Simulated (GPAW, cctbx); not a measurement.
# How far are the atoms of Al3BN from free atoms?

Question: by how much does bonding change the X-ray structure factors of Al3BN, and what does a routine refinement make of it?

The cell comes from substitution in a known structure type and wasn't matched to any measured phase. All numbers below are calculated.

### 1. Relax the structure

The density hangs on the geometry, so cell and atoms are relaxed first, with the symmetry held. The cutoff is set higher than for the density because stress converges slowly with plane waves.

Settings: GPAW 26.7.0, PBE, 900 eV, 5×5×2 k-points (along the axes of the calculation cell), Fermi–Dirac width 0.05 eV, BFGS to 0.03 eV/Å.

```text
cell
1.0
     3.464000000    0.000000000    0.000000000
    -1.732000000    2.999911999    0.000000000
     0.000000000    0.000000000   11.358000000
Al N B
6 2 2
Direct
0.000000000 0.000000000 0.250000000
0.000000000 0.000000000 0.750000000
0.666666667 0.333333333 0.573800000
0.333333333 0.666666667 0.426200000
0.333333333 0.666666667 0.073800000
0.666666667 0.333333333 0.926200000
0.666666667 0.333333333 0.750000000
0.333333333 0.666666667 0.250000000
0.000000000 0.000000000 0.500000000
0.000000000 0.000000000 0.000000000
```

```console
$ OMP_NUM_THREADS=1 mpirun -n 4 gpaw python run.py > gpaw.log
```

```text
BFGS:    0      -54.521055        0.303941
BFGS:    1      -54.524225        0.291570
BFGS:    2      -54.546266        0.204877
BFGS:    3      -54.550215        0.209180
...
BFGS:   14      -54.628167        0.303889
BFGS:   15      -54.647806        0.041434
BFGS:   16      -54.648556        0.021410
cell  3.6318 3.6318 10.6448  90.00 90.00 120.00
volume 121.597 A^3, largest force 0.023 eV/A, largest stress 0.23 GPa
```

After 16 steps the volume has changed by +3.0 % and the energy by -0.128 eV; the largest stress left is 0.23 GPa. It took 2.5 min on 4 cores of Intel(R) Xeon(R) Platinum 8375C CPU @ 2.90GHz (Ice Lake) (shared host), peak memory 1.2 GiB.

Relaxed structure: P6_3/mmc (no. 194), a = 3.6318 Å, b = 3.6318 Å, c = 10.6448 Å, α = 90.00°, β = 90.00°, γ = 120.00°.

```csv
atom,mult.,x,y,z
Al1,2,0,0,1/4
Al2,4,2/3,1/3,0.5711
N1,2,2/3,1/3,3/4
B1,2,0,0,1/2
```

### 2. The all-electron density

X-rays see the whole electron density, so the PAW density is rebuilt with its core regions. Subtracting spherical free atoms from the same code cancels the cores and leaves the deformation density Δρ, the part due to bonding.

Settings: PBE, 550 eV, 6×6×2 k-points (along the axes of the calculation cell), Fermi–Dirac width 0.05 eV; primitive cell of 10 atoms.

```console
$ OMP_NUM_THREADS=1 mpirun -n 4 gpaw python run.py > gpaw.log
```

```text
|iter:   1|       0s |  -59.222225 | -0.15 |       |
|iter:   2|       1s |  -57.909039 | -1.73 | -0.61 |
|iter:   3|       1s |  -53.926298 | -0.57 | -0.67 |
...
|iter:   9|       4s |  -53.930287c| -6.09 | -3.27 |
|iter:  10|       4s |  -53.930287c| -7.18 | -3.94 |
|iter:  11|       5s |  -53.930287c| -7.87c| -4.50c|
```

```text
grid (40, 40, 120)  electrons 102.000  moved by bonding 2.402 e
deformation density beyond 0.5 A of the nuclei: max 0.290, min -0.102 e/A^3
atom        x       y       z   Voronoi charge  moment
Al1    0.0000  0.0000  0.2500      0.403       0.00
Al2    0.0000  0.0000  0.7500      0.403       0.00
Al3    0.6667  0.3333  0.5711      0.267       0.00
Al4    0.3333  0.6667  0.4289      0.267       0.00
Al5    0.3333  0.6667  0.0711      0.267       0.00
Al6    0.6667  0.3333  0.9289      0.267       0.00
N 7    0.6667  0.3333  0.7500     -0.429       0.00
N 8    0.3333  0.6667  0.2500     -0.429       0.00
B 9    0.0000  0.0000  0.5000     -0.508       0.00
B 10   0.0000  0.0000  0.0000     -0.508       0.00
mean inner potential of superposed free atoms 17.942 V
total magnetic moment 0.000 muB
```

Deformation density in a plane through the shortest contact of the Al atom at the origin, in 0.01 e/Å³ (clipped at ±99); x from -1.6 to 3.5 Å, y from 2.4 down to -2.4 Å:

```text
  4   2   .   .   1   4   5   1  -4  -4   .   .  -5  -2   3   5
  4   1   .   .   1   4   5   2  -3   .   .   .  -4  -2   4   5
  4   3   6   6   4   5   4   1  -4  -5  -3  -4  -5  -2   2   5
  3   5   7   9   7   3   0  -1  -1   0   3   2   0  -1  -1   1
  1   3   4   4   1  -4  -6  -3   3  10  14  13   8   0  -5  -6
 -1  -1  -2  -4  -4   .  -7   0  13  17   .  16  16   8  -5  -6
 -2  -3  -5  -6   .   .   .   4  20   .   .   .  27  15  -1   .
 -2  -2  -3  -5  -5   .  -7  -1  12  14   .  10  14   8  -5  -6
 -3  -1   1  -1  -5  -8  -9  -5   1   5   4   4   4  -1  -7 -10
 -7  -3   0   1  -1  -4  -5  -4  -2  -1  -1  -1  -2  -3  -5  -5
 -6  -5  -4  -2  -1  -2  -3  -3  -3  -2  -2  -2  -2  -3  -3  -2
  .   .  -6  -5  -3  -2  -2  -2  -2  -2  -2  -2  -2  -2  -2  -2
  .   .  -5  -3  -2  -2  -2  -2  -2  -2  -2  -2  -2  -2  -2  -2
```

Atoms in or within 0.15 Å of the plane: Al (1.9, 2.1), Al (0.0, 0.0), Al (-1.5, -2.1), N (1.9, 0.0), B (-0.8, 2.1) Å. Dots mark points within about 0.45 Å of a nucleus; large values next to them are atomic features.

B gains most (-0.51 e) and Al loses most (+0.31 e), in averages over each element's sites, which isn't the order of electronegativity: valence and coordination count too, and Voronoi cells cut space at the midplane whatever the atoms' sizes. Such charges fall far short of formal ones, since overlapping free atoms already put density on their neighbours. Along the shortest contact from the Al atom at the map's origin, Al–N at 1.90 Å, Δρ is +0.14 e/Å³ at the midpoint and highest, +0.29, 1.37 Å from Al (points within 0.5 Å of a nucleus left out): the build-up leans to one atom, as in a polar bond or on the flank of an anion. At the midpoints of other shortest contacts it is +0.07 (Al–B, 2.23 Å), +0.01 (Al–Al, 2.59 Å) and -0.03 (N–B, 3.39 Å) e/Å³. Point values carry grid noise of about 0.01 e/Å³. The run needed 11 iterations, 13 s.

### 3. From the density to structure factors

The Fourier components of Δρ, added to those of the free atoms, give the static X-ray structure factors; the Mott–Bethe relation turns them into the Fourier components V of the potential that fast electrons feel.

```text
static structure factors of the conventional cell: F in electrons, V (Mott-Bethe) in volts
   h  k  l      d  |F| table  |F| free   |F| DFT   change   |V| free  |V| DFT  change %
   0  0  2  5.3224     1.515     1.557     2.040    0.483     1.081    0.564    -47.8
   1  0  0  3.1452     1.147     1.182     1.498    0.315     0.678    0.560    -17.4
   1  0  1  3.0163    23.465    23.445    24.095    0.650     2.793    2.570     -8.0
   1  0  2  2.7078    20.059    20.112    19.212   -0.900     1.430    1.678     17.4
   0  0  4  2.6612    25.819    25.802    27.172    1.370     3.469    3.103    -10.5
   1  0  3  2.3537    22.702    22.737    22.024   -0.714     1.877    2.026      7.9
   1  0  4  2.0316    21.404    21.408    21.116   -0.292     2.053    2.098      2.2
   1  1  0  1.8159    60.140    60.070    60.181    0.111     5.212    5.198     -0.3
   0  0  6  1.7741    47.832    47.736    47.460   -0.275     3.425    3.458      1.0
   1  0  5  1.7630    27.876    27.834    27.897    0.063     2.314    2.307     -0.3
   1  1  2  1.7186     1.436     1.439     1.047   -0.392     0.126    0.169     34.8
   2  0  0  1.5726     0.771     0.779     0.399   -0.380     0.207    0.242     17.1
   2  0  1  1.5557    16.630    16.604    16.558   -0.045     1.367    1.371      0.3
   1  0  6  1.5453     5.170     5.186     5.059   -0.128     0.820    0.832      1.4
```

The largest X-ray change is +1.37 e on 004, 5.3 % of |F|. For electrons V goes as (Z − F)/g², so a change of F counts against Z − F, which is small at low angle and wherever the atoms' terms cancel: |V| of 002 moves by -47.8 % (1.08 to 0.56 V) against +31.0 % in |F|. The tabulated Hartree–Fock atoms differ from the free DFT atoms by up to 0.10 e, so the choice of reference atom matters too.

### 4. Refining ordinary atoms against data with bonding

Routine crystallography fits spherical atoms. To see the bias, intensities are simulated from tabulated atoms plus the DFT change ΔF, so that bonding alone can misfit (5110 reflections of the full sphere, merged to the counts below, to 0.45 Å, 0.5 % proportional noise plus counting noise, assumed isotropic U as listed, Δρ smeared by the mean U) and refined with cctbx over different ranges.

```csv
range,data,R1,GooF,U Al1 (true 0.0116),U Al2 (true 0.0116),U N1 (true 0.0135),U B1 (true 0.0144),largest shift (Å),"Δρ max, min (e/Å³)"
all data,306,0.0094,2.78,0.0115,0.0115,0.0135,0.0145,0.0000,"0.26, -0.14"
"low resolution, d > 0.84",60,0.0118,6.03,0.0112,0.0111,0.0129,0.0140,0.0000,"0.19, -0.10"
"high order, d < 0.75",226,0.0070,0.89,0.0115,0.0115,0.0136,0.0145,0.0001,"0.07, -0.07"
"occupancies free, d > 0.7",95,0.0112,4.07,0.0113,0.0114,0.0154,0.0157,0.0000,"0.14, -0.10"
```

With all data GooF is 2.78, so the misfit of spherical atoms stands above the noise; the top residual peak lies 0.56 Å from N and 1.35 Å from Al. No U is off by more than 3 s.u. at low resolution. With Al1 held at 1 and the scale free, the other occupancies refine to Al2 1.003(0.005), N1 1.055(0.010) and B1 1.036(0.015), on sites that are all full: they absorb part of the misfit, and only ratios to the fixed site mean anything.

### 5. Answer

Bonding moves 2.40 e in the primitive cell of Al3BN and changes the structure factors of the conventional cell in the table above by at most 1.37 e (004, 5.3 %), and among reflections above 2 % of the strongest by up to 31.0 % (002). The shortest bond, Al–N, has Δρ = +0.14 e/Å³ at its midpoint, on a slope that rises towards one atom. With all data GooF is 2.78, so the misfit of spherical atoms stands above the noise. Limits: static density, frozen cores, no spin–orbit coupling.

[Outputs are excerpts: Python notices, other lines and further rows are left out; steps that failed or that the build refused (PBEsol, TPSS) are not shown.]

[Logs are printed without paths, hosts, clocks, repeated set-up lines and the standing remarks that a program may print on its own settings, such as how far it seeks lower states.]
